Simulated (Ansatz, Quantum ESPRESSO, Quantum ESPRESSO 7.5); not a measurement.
## Co(0001) under a row of overlayers

Which overlayers raise and which lower the work function of Co(0001), and does electronegativity predict it?

Main program and level: Quantum ESPRESSO 7.5; plane-wave DFT, PBE, GBRV ultrasoft pseudopotentials (geometry by Ansatz 0.2.0 with PAW datasets; geometry under PBE).

Experimental background.

“Anisotropic work function of elemental crystals” (2019, arxiv:1902.07811) quotes from earlier work for Co (polycrystalline sample, no single face): work function, loosely compared (polycrystalline sample, no single face) 5 eV.

## Step 1: The starting structure

The cell holds 4 atoms: 4 Co. Its edges and angles: a = 2.510 Å, b = 2.510 Å, c = 22.107 Å, α = 90.0°, β = 90.0°, γ = 60.0°. It derives from Co. Vacuum lies along c.

This is the clean slab. Each overlayer is one atom a surface cell, set on the fcc site and held there by symmetry.

## Step 2: Geometry from Ansatz, clean face

The geometry comes first, from a plane-wave PAW code, so that the later runs on this slab share one structure.

Contents of input.yaml:

```yaml
crystal:
  lattice:
    - [2.51, 0.0, 0.0]
    - [1.255, 2.1737237635, 0.0]
    - [0.0, 0.0, 22.10683]
  atoms:
    - { symbol: Co, position: [0.6666666667, 0.6666666667, 0.3618791116], spin: 1.7 }
    - { symbol: Co, position: [0.0, 0.0, 0.4539597039], spin: 1.7 }
    - { symbol: Co, position: [0.6666666667, 0.6666666667, 0.5460402961], spin: 1.7 }
    - { symbol: Co, position: [0.0, 0.0, 0.6381208884], spin: 1.7 }
magnetization:
  spin_polarized: true
kpoints:
  mp_grid: { grid: [12, 12, 1] }
hamiltonian:
  xc: pbe
scf:
  occupations: { method: fermi_dirac, width: 0.1 }
  convergence: { dr2_threshold: 1.0e-08 }
efield:
  axis: 3
  dipole_correction: true
  ramp_position: 0.97
  ramp_width: 0.04
relax:
  f_tol: 0.01
  constraints: [{ sites: [0, 1] }]
output:
  write_potential: true
  write_density: true
  volumetric_format: npy
```

On the command line:

```
> ansatz run input.yaml --threads 4 --pin off --max-ram 8192MiB --backend cpu --events-out ev --progress --plain --runs-dir out
```

Numbers of over 12 decimals in the logs are rounded to 6 here.

The log of the run:

```text
Engine: ansatz 0.2.0, aarch64-unknown-linux-gnu
Pseudopotentials: kind: paw
Pseudopotential: Co, paw, valence charge 17, recommended cutoff 420 eV (normal), Co.paw.azcp
Functional definition: PBE
  parameter kappa = 0.804
  parameter beta = 0.066725
  exchange = pbe_x(kappa = kappa, mu = beta*pi^2/3)
  correlation = pbe_c(beta = beta)
Crystal: 4 atoms, lattice volume = 120.616 Å³
Basis set: ecut = 420 eV, 2359 PW (Γ), exchange–correlation on 36×36×300 points (8 copies of the dense FFT grid, shifted against one another)
Bands: 45, of which v1, the nominal top of the filled ones, is band 34 counted from 1 (33 counted from 0)
Symmetry: 6 space group operations
k-points: 19 of 144 (time reversal used)
Non-local potential: Co, projectors of the file, l = 0: 3, l = 1: 2, l = 2: 3, l = 3: 1
PAW form: soft (Blöchl's): semilocal exchange-correlation on the pseudo side does not see the compensation charge
PAW one-centre angular grid: Co, 590 points (default); XC on 64 Gauss nodes
Initial density: superposition of atomic densities (neutral atoms: chi_scale 0, normalization atom)
Starting moments: Σ|m| = 6.8 μB on 4 of 4 sites
Initial wavefunctions: pseudopotential atomic-orbital guess
Functional: x = pbe(κ = 0.804, μ = 0.219515), c = pbe(β = 0.066725)
SCF iter   1: F=—  HF=-20501.289806 eV  |F-HF|=—  |Δ(HF+E_count)|=         —  Δρ=5.17e-2 (↑1.09e-2 ↓5.17e-2)  dr2=5.45e0  dr2_m=7.30e-1  M=6.868 μB ∫|m|=7.071 μB  β_m=1.00  ethr=3.10e-3  p=-0.000 e·Å  D=-1.37e-7 V/Å  ΔV_dip=0.00 eV  dr2_dipole=8.84e-8  V_vac-E_F(+/−)=7.44/7.44 eV  ⟨swp⟩=11.0  Hψ=8784  notcnv=0  defer=10
Mixer restart at iter 1: flushing history
efield: sawtooth ramp at fractional position 0.9700 (set: `efield.ramp_position`, or a place that a band, a saddle search or an elastic batch's reference lends), width 0.0400; the density the first Hamiltonian is built on has a dipole p = -0.000 e·Å; the dipole correction subtracts the counter field D = -1.37e-7 V/Å, which shifts the + side's vacuum level by +0.00 eV against the − side's; the planar-averaged density in the ramp window peaks in size at 4.2e-6 e/Å³
preconditioner: auto → LDOS  [metal: Δε(μ)=0.006 eV  Ē_g=6.901 eV  σ=0.100 eV  W_gap=0.02  n_scr=16 (ndim 8)  ℏωp=20.3 eV  f_vac=0.564  D(μ)=4.75/eV (n_scr^D=18)]
spin=Collinear: LDOS preconditioning applied to the charge; magnetization (m = ρ↑ − ρ↓) channel mixes plain (no charge-response kernel on spin).
SCF iter   2: F=—  HF=-20500.695587 eV  |F-HF|=—  |Δ(HF+E_count)|=   5.94e-1  Δρ=1.25e-2 (↑1.25e-2 ↓8.53e-3)  dr2=4.95e-1  dr2_m=7.67e-2  M=6.896 μB ∫|m|=7.366 μB  β_m=0.35  ethr=3.10e-3  p=-0.000 e·Å  D=-1.89e-4 V/Å  ΔV_dip=0.00 eV  dr2_dipole=8.49e-6  V_vac-E_F(+/−)=6.54/6.54 eV  ⟨swp⟩=2.7  Hψ=3038  notcnv=0  defer=51
density mixer auto → msr1: a metal under ldos (density of states about μ 3.23 of a free-electron gas's, 16 screened modes)
SCF iter   3: F=—  HF=-20502.013164 eV  |F-HF|=—  |Δ(HF+E_count)|=    1.32e0  Δρ=4.90e-3 (↑4.90e-3 ↓4.79e-3)  dr2=9.44e-2  dr2_m=1.53e-2  M=6.918 μB ∫|m|=7.460 μB  β_m=0.48  ethr=7.28e-4  p=-0.000 e·Å  D=-1.86e-4 V/Å  ΔV_dip=0.00 eV  dr2_dipole=9.69e-6  V_vac-E_F(+/−)=5.92/5.91 eV  ⟨swp⟩=2.9  Hψ=2910  notcnv=0  defer=50
SCF iter   4: F=—  HF=-20502.981839 eV  |F-HF|=—  |Δ(HF+E_count)|=         —  Δρ=5.27e-3 (↑5.27e-3 ↓2.92e-3)  dr2=4.54e-2  dr2_m=7.65e-3  M=6.978 μB ∫|m|=7.615 μB  β_m=0.48  ethr=1.39e-4  p=-0.000 e·Å  D=-8.76e-5 V/Å  ΔV_dip=0.00 eV  dr2_dipole=2.08e-6  V_vac-E_F(+/−)=5.27/5.27 eV  ⟨swp⟩=3.1  Hψ=3571  notcnv=0  defer=52
SCF iter   5: F=—  HF=-20503.130021 eV  |F-HF|=—  |Δ(HF+E_count)|=   1.48e-1  Δρ=2.59e-3 (↑1.58e-3 ↓2.59e-3)  dr2=1.21e-2  dr2_m=1.60e-3  M=6.908 μB ∫|m|=7.564 μB  β_m=0.64  ethr=6.67e-5  p=-0.000 e·Å  D=-2.84e-5 V/Å  ΔV_dip=0.00 eV  dr2_dipole=5.36e-8  V_vac-E_F(+/−)=5.11/5.11 eV  ⟨swp⟩=2.2  Hψ=3161  notcnv=0  defer=52
SCF iter   6: F=—  HF=-20503.154818 eV  |F-HF|=—  |Δ(HF+E_count)|=   2.48e-2  Δρ=1.19e-3 (↑8.87e-4 ↓1.19e-3)  dr2=3.46e-3  dr2_m=1.42e-4  M=6.880 μB ∫|m|=7.545 μB  β_m=0.80  ethr=1.78e-5  p=-0.000 e·Å  D=-2.68e-5 V/Å  ΔV_dip=0.00 eV  dr2_dipole=2.10e-7  V_vac-E_F(+/−)=5.04/5.04 eV  ⟨swp⟩=2.2  Hψ=2722  notcnv=0  defer=52
SCF iter   7: F=—  HF=-20503.158782 eV  |F-HF|=—  |Δ(HF+E_count)|=   3.96e-3  Δρ=6.33e-4 (↑5.16e-4 ↓6.33e-4)  dr2=1.23e-3  dr2_m=2.34e-5  M=6.862 μB ∫|m|=7.534 μB  β_m=0.70  ethr=5.08e-6  p=-0.000 e·Å  D=-8.27e-6 V/Å  ΔV_dip=0.00 eV  dr2_dipole=2.17e-9  V_vac-E_F(+/−)=5.00/5.00 eV  ⟨swp⟩=2.4  Hψ=3346  notcnv=0  defer=54
SCF iter   8: F=—  HF=-20503.158684 eV  |F-HF|=—  |Δ(HF+E_count)|=   9.84e-5  Δρ=2.00e-4 (↑2.00e-4 ↓1.71e-4)  dr2=7.53e-5  dr2_m=6.75e-6  M=6.861 μB ∫|m|=7.536 μB  β_m=0.71  ethr=1.81e-6  p=-0.000 e·Å  D=-1.07e-7 V/Å  ΔV_dip=0.00 eV  dr2_dipole=2.94e-8  V_vac-E_F(+/−)=4.99/4.99 eV  ⟨swp⟩=2.4  Hψ=3070  notcnv=0  defer=54
SCF iter   9: F=—  HF=-20503.158694 eV  |F-HF|=—  |Δ(HF+E_count)|=   9.56e-6  Δρ=7.20e-5 (↑3.86e-5 ↓7.20e-5)  dr2=7.00e-6  dr2_m=2.48e-6  M=6.858 μB ∫|m|=7.537 μB  β_m=0.76  ethr=1.11e-7  p=-0.000 e·Å  D=-1.60e-6 V/Å  ΔV_dip=0.00 eV  dr2_dipole=1.19e-8  V_vac-E_F(+/−)=4.98/4.98 eV  ⟨swp⟩=2.7  Hψ=3017  notcnv=0  defer=54
SCF iter  10: F=—  HF=-20503.158695 eV  |F-HF|=—  |Δ(HF+E_count)|=   1.55e-6  Δρ=3.47e-5 (↑3.47e-5 ↓2.03e-5)  dr2=2.40e-6  dr2_m=1.45e-7  M=6.858 μB ∫|m|=7.537 μB  β_m=0.67  ethr=1.03e-8  p=0.000 e·Å  D=3.84e-7 V/Å  ΔV_dip=-0.00 eV  dr2_dipole=1.65e-9  V_vac-E_F(+/−)=4.98/4.98 eV  ⟨swp⟩=2.4  Hψ=2691  notcnv=0  defer=54
SCF iter  11: F=—  HF=-20503.158696 eV  |F-HF|=—  |Δ(HF+E_count)|=   6.46e-7  Δρ=1.02e-5 (↑4.53e-6 ↓1.02e-5)  dr2=1.40e-7  dr2_m=4.72e-8  M=6.857 μB ∫|m|=7.537 μB  β_m=0.61  ethr=3.52e-9  p=0.000 e·Å  D=8.67e-7 V/Å  ΔV_dip=-0.00 eV  dr2_dipole=2.75e-10  V_vac-E_F(+/−)=4.98/4.98 eV  ⟨swp⟩=2.5  Hψ=2831  notcnv=0  defer=54
SCF iter  12: F=—  HF=-20503.158696 eV  |F-HF|=—  |Δ(HF+E_count)|=   8.01e-8  Δρ=5.64e-6 (↑3.03e-6 ↓5.64e-6)  dr2=1.42e-8  dr2_m=1.88e-8  M=6.857 μB ∫|m|=7.537 μB  β_m=0.81  ethr=2.06e-10  p=0.000 e·Å  D=4.90e-7 V/Å  ΔV_dip=-0.00 eV  dr2_dipole=5.10e-11  V_vac-E_F(+/−)=4.98/4.98 eV  ⟨swp⟩=2.4  Hψ=2657  notcnv=0  defer=54
SCF iter  13: F=—  HF=-20503.158696 eV  |F-HF|=—  |Δ(HF+E_count)|=   5.82e-8  Δρ=1.62e-6 (↑9.68e-7 ↓1.62e-6)  dr2=2.51e-9  dr2_m=1.63e-9  M=6.857 μB ∫|m|=7.537 μB  β_m=0.84  ethr=2.09e-11  p=0.000 e·Å  D=1.28e-6 V/Å  ΔV_dip=-0.00 eV  dr2_dipole=3.59e-10  V_vac-E_F(+/−)=4.98/4.98 eV  ⟨swp⟩=3.2  Hψ=3506  notcnv=0  defer=54
[...]
preconditioner: auto → LDOS  [metal: Δε(μ)=0.010 eV  Ē_g=6.747 eV  σ=0.100 eV  W_gap=0.03  n_scr=10 (ndim 8)  ℏωp=20.3 eV  f_vac=0.580  D(μ)=3.74/eV (n_scr^D=16)]
spin=Collinear: LDOS preconditioning applied to the charge; magnetization (m = ρ↑ − ρ↓) channel mixes plain (no charge-response kernel on spin).
SCF iter   2: F=—  HF=-20503.182478 eV  |F-HF|=—  |Δ(HF+E_count)|=   8.53e-5  Δρ=1.40e-4 (↑1.40e-4 ↓1.35e-4)  dr2=3.34e-4  dr2_m=1.59e-6  M=6.834 μB ∫|m|=7.499 μB  β_m=0.31  ethr=1.59e-6  p=0.002 e·Å  D=2.78e-3 V/Å  ΔV_dip=-0.06 eV  dr2_dipole=1.46e-4  V_vac-E_F(+/−)=4.93/4.99 eV  ⟨swp⟩=2.0  Hψ=2518  notcnv=0  defer=64
density mixer auto → msr1: a metal under ldos (density of states about μ 2.83 of a free-electron gas's, 16 screened modes)
SCF iter   3: F=—  HF=-20503.182478 eV  |F-HF|=—  |Δ(HF+E_count)|=   3.74e-7  Δρ=1.41e-4 (↑1.41e-4 ↓7.49e-5)  dr2=8.72e-5  dr2_m=6.65e-6  M=6.834 μB ∫|m|=7.500 μB  β_m=0.44  ethr=4.92e-7  p=0.002 e·Å  D=2.64e-3 V/Å  ΔV_dip=-0.06 eV  dr2_dipole=3.20e-5  V_vac-E_F(+/−)=4.93/4.99 eV  ⟨swp⟩=1.6  Hψ=1808  notcnv=0  defer=64
SCF iter   4: F=—  HF=-20503.182494 eV  |F-HF|=—  |Δ(HF+E_count)|=   1.60e-5  Δρ=6.44e-5 (↑5.51e-5 ↓6.44e-5)  dr2=2.42e-5  dr2_m=2.87e-6  M=6.835 μB ∫|m|=7.500 μB  β_m=0.50  ethr=1.28e-7  p=0.002 e·Å  D=2.70e-3 V/Å  ΔV_dip=-0.06 eV  dr2_dipole=7.53e-6  V_vac-E_F(+/−)=4.93/4.99 eV  ⟨swp⟩=1.8  Hψ=2102  notcnv=0  defer=64
SCF iter   5: F=—  HF=-20503.182503 eV  |F-HF|=—  |Δ(HF+E_count)|=   8.95e-6  Δρ=5.70e-5 (↑5.70e-5 ↓3.48e-5)  dr2=7.95e-7  dr2_m=2.19e-6  M=6.836 μB ∫|m|=7.501 μB  β_m=0.63  ethr=3.55e-8  p=0.002 e·Å  D=2.76e-3 V/Å  ΔV_dip=-0.06 eV  dr2_dipole=1.45e-7  V_vac-E_F(+/−)=4.93/4.99 eV  ⟨swp⟩=2.0  Hψ=2383  notcnv=0  defer=64
SCF iter   6: F=—  HF=-20503.182506 eV  |F-HF|=—  |Δ(HF+E_count)|=   3.64e-6  Δρ=2.50e-5 (↑2.50e-5 ↓8.17e-6)  dr2=5.99e-7  dr2_m=2.10e-7  M=6.836 μB ∫|m|=7.502 μB  β_m=0.66  ethr=1.17e-9  p=0.002 e·Å  D=2.79e-3 V/Å  ΔV_dip=-0.06 eV  dr2_dipole=2.77e-8  V_vac-E_F(+/−)=4.93/4.99 eV  ⟨swp⟩=2.9  Hψ=3388  notcnv=0  defer=64
SCF iter   7: F=—  HF=-20503.182506 eV  |F-HF|=—  |Δ(HF+E_count)|=   7.86e-8  Δρ=1.05e-5 (↑9.07e-6 ↓1.05e-5)  dr2=4.02e-7  dr2_m=2.66e-8  M=6.836 μB ∫|m|=7.502 μB  β_m=0.58  ethr=8.80e-10  p=0.002 e·Å  D=2.79e-3 V/Å  ΔV_dip=-0.06 eV  dr2_dipole=6.78e-8  V_vac-E_F(+/−)=4.93/4.99 eV  ⟨swp⟩=2.0  Hψ=2967  notcnv=0  defer=64
SCF iter   8: F=—  HF=-20503.182506 eV  |F-HF|=—  |Δ(HF+E_count)|=   3.12e-8  Δρ=3.97e-6 (↑3.97e-6 ↓2.42e-6)  dr2=1.58e-8  dr2_m=1.00e-8  M=6.836 μB ∫|m|=7.502 μB  β_m=0.69  ethr=5.91e-10  p=0.002 e·Å  D=2.79e-3 V/Å  ΔV_dip=-0.06 eV  dr2_dipole=1.40e-9  V_vac-E_F(+/−)=4.93/4.99 eV  ⟨swp⟩=2.4  Hψ=2800  notcnv=0  defer=64
SCF iter   9: F=—  HF=-20503.182506 eV  |F-HF|=—  |Δ(HF+E_count)|=   3.80e-8  Δρ=1.40e-6 (↑1.40e-6 ↓1.36e-6)  dr2=3.71e-9  dr2_m=1.02e-9  M=6.837 μB ∫|m|=7.502 μB  β_m=0.66  ethr=2.32e-11  p=0.002 e·Å  D=2.79e-3 V/Å  ΔV_dip=-0.06 eV  dr2_dipole=9.44e-11  V_vac-E_F(+/−)=4.93/4.99 eV  ⟨swp⟩=2.8  Hψ=3122  notcnv=0  defer=64
SCF iter  10: F=—  HF=-20503.182506 eV  |F-HF|=—  |Δ(HF+E_count)|=   6.65e-9  Δρ=1.36e-6 (↑9.39e-7 ↓1.36e-6)  dr2=1.14e-8  dr2_m=3.32e-10  M=6.837 μB ∫|m|=7.502 μB  β_m=0.65  ethr=5.46e-12  p=0.002 e·Å  D=2.79e-3 V/Å  ΔV_dip=-0.06 eV  dr2_dipole=3.42e-9  V_vac-E_F(+/−)=4.93/4.99 eV  ⟨swp⟩=2.3  Hψ=3164  notcnv=0  defer=64
SCF iter  11: F=-20503.182506 eV  HF=-20503.182506 eV  |F-HF|=5.53e-9  |Δ(HF+E_count)|=   1.39e-9  Δρ=9.12e-7 (↑4.14e-7 ↓9.12e-7)  dr2=4.91e-9  dr2_m=1.44e-10  M=6.837 μB ∫|m|=7.502 μB  ethr=5.46e-12  p=0.002 e·Å  D=2.79e-3 V/Å  ΔV_dip=-0.06 eV  dr2_dipole=1.25e-9  V_vac-E_F(+/−)=4.93/4.99 eV  ⟨swp⟩=7.0  Hψ=9649  notcnv=0
SCF 4 converged in 11 iterations: F = -20503.182506 eV  dr2 = 4.91e-9
relax step   4: F+E_penalty+E_count = -20503.18250645 eV  Δ(F+E_penalty+E_count) = -2.559e-4 eV  max|allowed force component| = 8.199e-3 eV/Å  Δτ_max = 0.0087 Å  (11 SCF iters, accepted)
NSCF: frozen V_eff on 19 k-points
the band table was solved once a step of the walk had ended and its energy, with any forces and stress, was formed, with the checks that follow a solve (9050 applications of the Hamiltonian). They found nothing against the state; the energy, forces and stress were not computed again (output.eigenvalues in the input reference)
WARN: The output density's exchange-correlation potential varies sharply where the density is thin. Do not read a vacuum level from v_tot or v_xc, or from such a field of the output density. On a cell that repeats whose density bears no net charge and no dipole along the vacuum's axis use v_es (v_loc + v_h of the components); under efield.dipole_correction with no amplitude use v_es + v_field, which holds any externa [...]
SCF converged after 11 iterations
Magnetization: 6.8365 μB (37.4183 up, 30.5817 down)
Absolute magnetization: 7.5039 μB (∫|ρ↑−ρ↓|, with the PAW one-centre terms)
Spin contamination: 0.1418 ħ² per cell (⟨S²⟩ above its minimum at these occupations)
Per-site moments (μB) at R_I (Å): [(1.819624, 1.030734), (1.757761, 1.030734), (1.742082, 1.000738), (1.792769, 1.000738)]
Free energy (F): -20503.182506 eV
Harris-Foulkes:  -20503.182506 eV  (|F-HF|=5.53e-9)
Internal energy: -20503.052779 eV  (E = F + TS)
E sigma→0 (E₀):  -20503.117643 eV
Entropy (-TS):   -0.129728 eV (-32.432 meV/atom)
Fermi energy:    3.669907 eV
Dipole field:    D = 0.002853 V/Å  (p = 0.001902 e·Å, saw-weighted, corrected)
Work function:   Φ+ = 4.9254 eV   Φ− = 4.9885 eV
Levels:          The Fermi level and band energies are counted from a zero that moves with the ramp; work functions are not
--- Per-component energies (eV) ---
  E_band       = -1993.158047
  E_kinetic    = 1808.856920
  E_local      = -128740.793173  (includes V_loc(G=0)·N_el)
  E_nonlocal   = 1821.377877
  E_hartree    = 62946.158694
  E_xc         = -632.277778
  E_vxc        = -815.575335  (∫ρ·V_xc dr)
  E_paw        = -6063.642237  (= ΣΔE_a)
  E_vpaw       = -1959.310454  (= ΣTr[D̂ρ^β])
  E_aug_tail   = 0.000300  (compensation charges beyond the density's cutoff)
  E_efield     = 0.000003  (sawtooth field / dipole correction)
  E_vefield    = -0.039470  (∫n·V_field dr)
  E_ewald      = 48357.266616
  E_smearing   = -0.129728  (= −TS)
  E_closure    = 0.000000  (closes the sum)
  Σ components = -20503.182506   (vs F -20503.182506, Δ=0.00e0)
--- Forces (eV/Å), atoms counted from 1 ---
  atom   1  Co     0.00000000     0.00000000     0.50235292
  atom   2  Co    -0.00000000     0.00000000    -0.49950577
  atom   3  Co     0.00000000    -0.00000000     0.00533838
  atom   4  Co     0.00000000    -0.00000000    -0.00819889
  max |Σ_I F_I| component: 1.34e-5 eV/Å
--- Band table (eV; the first three rows and the last of 38) ---
  k-point 0 ↑: bands = [... 30 lower, 1.3178, 1.8469, 1.8469, 2.2409, 2.2409, 2.6002, 2.6002, 2.7406, ... 7 higher]
  k-point 1 ↑: bands = [... 30 lower, 1.4083, 1.7547, 1.8169, 2.1001, 2.2190, 2.2504, 2.5059, 2.5997, ... 7 higher]
  k-point 2 ↑: bands = [... 30 lower, 1.5188, 1.6560, 1.7483, 1.8592, 2.1534, 2.1878, 2.5960, 2.7981, ... 7 higher]
  k-point 18 ↓: bands = [... 30 lower, 3.8293, 4.4365, 4.4656, 4.5198, 4.6291, 4.6724, 9.2226, 9.6093, ... 7 higher]
--- Relaxed structure (4 steps of the walk, 4 accepted, 0 SCFs on fresh bases) ---
  F+E_penalty+E_count = -20503.18250645 eV   max|allowed force component| = 8.199e-3 eV/Å
  atoms:
    - { symbol: Co, position: [0.666667, 0.666667, 0.3618791116] }
    - { symbol: Co, position: [0.0, 0.0, 0.453960] }
    - { symbol: Co, position: [0.666667, 0.666667, 0.546485] }
    - { symbol: Co, position: [-4.092082448743381e-18, 0, 0.634497] }
```

Wall time 34 s (4 threads of Arm Neoverse V1, shared host); peak memory 0.51 GiB; 2.1 min of CPU time.

The steps of the relaxation:

```tsv
step	energy less that of the first step (eV)	largest force component (eV/Å)
1	0.0000	0.4887
2	-0.0156	0.3161
3	-0.0236	0.0612
4	-0.0238	0.0082
```

The atoms that moved most (Å):

```tsv
atom	dx	dy	dz	length
Co4	0.000	0.000	-0.080	0.080
Co3	0.000	0.000	0.010	0.010
```

Final coordinates:

```xyz
4
Lattice="2.5100 0.0000 0.0000 1.2550 2.1737 0.0000 0.0000 0.0000 22.1068" Properties=species:S:1:pos:R:3
Co    2.5100    1.4491    8.0000
Co    0.0000    0.0000   10.0356
Co    2.5100    1.4491   12.0810
Co    0.0000    0.0000   14.0267
```

The relaxation lowers the energy by 6 meV an atom. Held were the atoms numbered 1 and 2; the forces quoted are those on the free ones.

This step gave:

- free energy: -20503.1825 eV
- energy at zero smearing: -20503.1176 eV
- smearing term TS: 0.1297 eV
- Fermi energy: 3.670 eV
- magnetization: 6.837 μB
- absolute magnetization: 7.504 μB
- site moments: 1.820, 1.758, 1.742, 1.793 μB
- symmetry operations: 6
- work function of the upper face: 4.925 eV
- work function of the lower face: 4.989 eV
- dipole along the normal: 0.001902 e·Å

(Continued in part 2 of 7.)

[Logs are printed without paths, hosts, clocks, repeated set-up lines and the standing remarks that a program may print on its own settings, such as how far it seeks lower states.]

[Hosts, paths, dates, database ids (printed as entryN), source tags and the programs' standing remarks are cut or masked in the printed files.]

[Maps of the electrostatic potential energy from Ansatz leave out the sawtooth potential of an applied field or a dipole correction, so their vacuum need not be flat; planar profiles and work functions include it.]
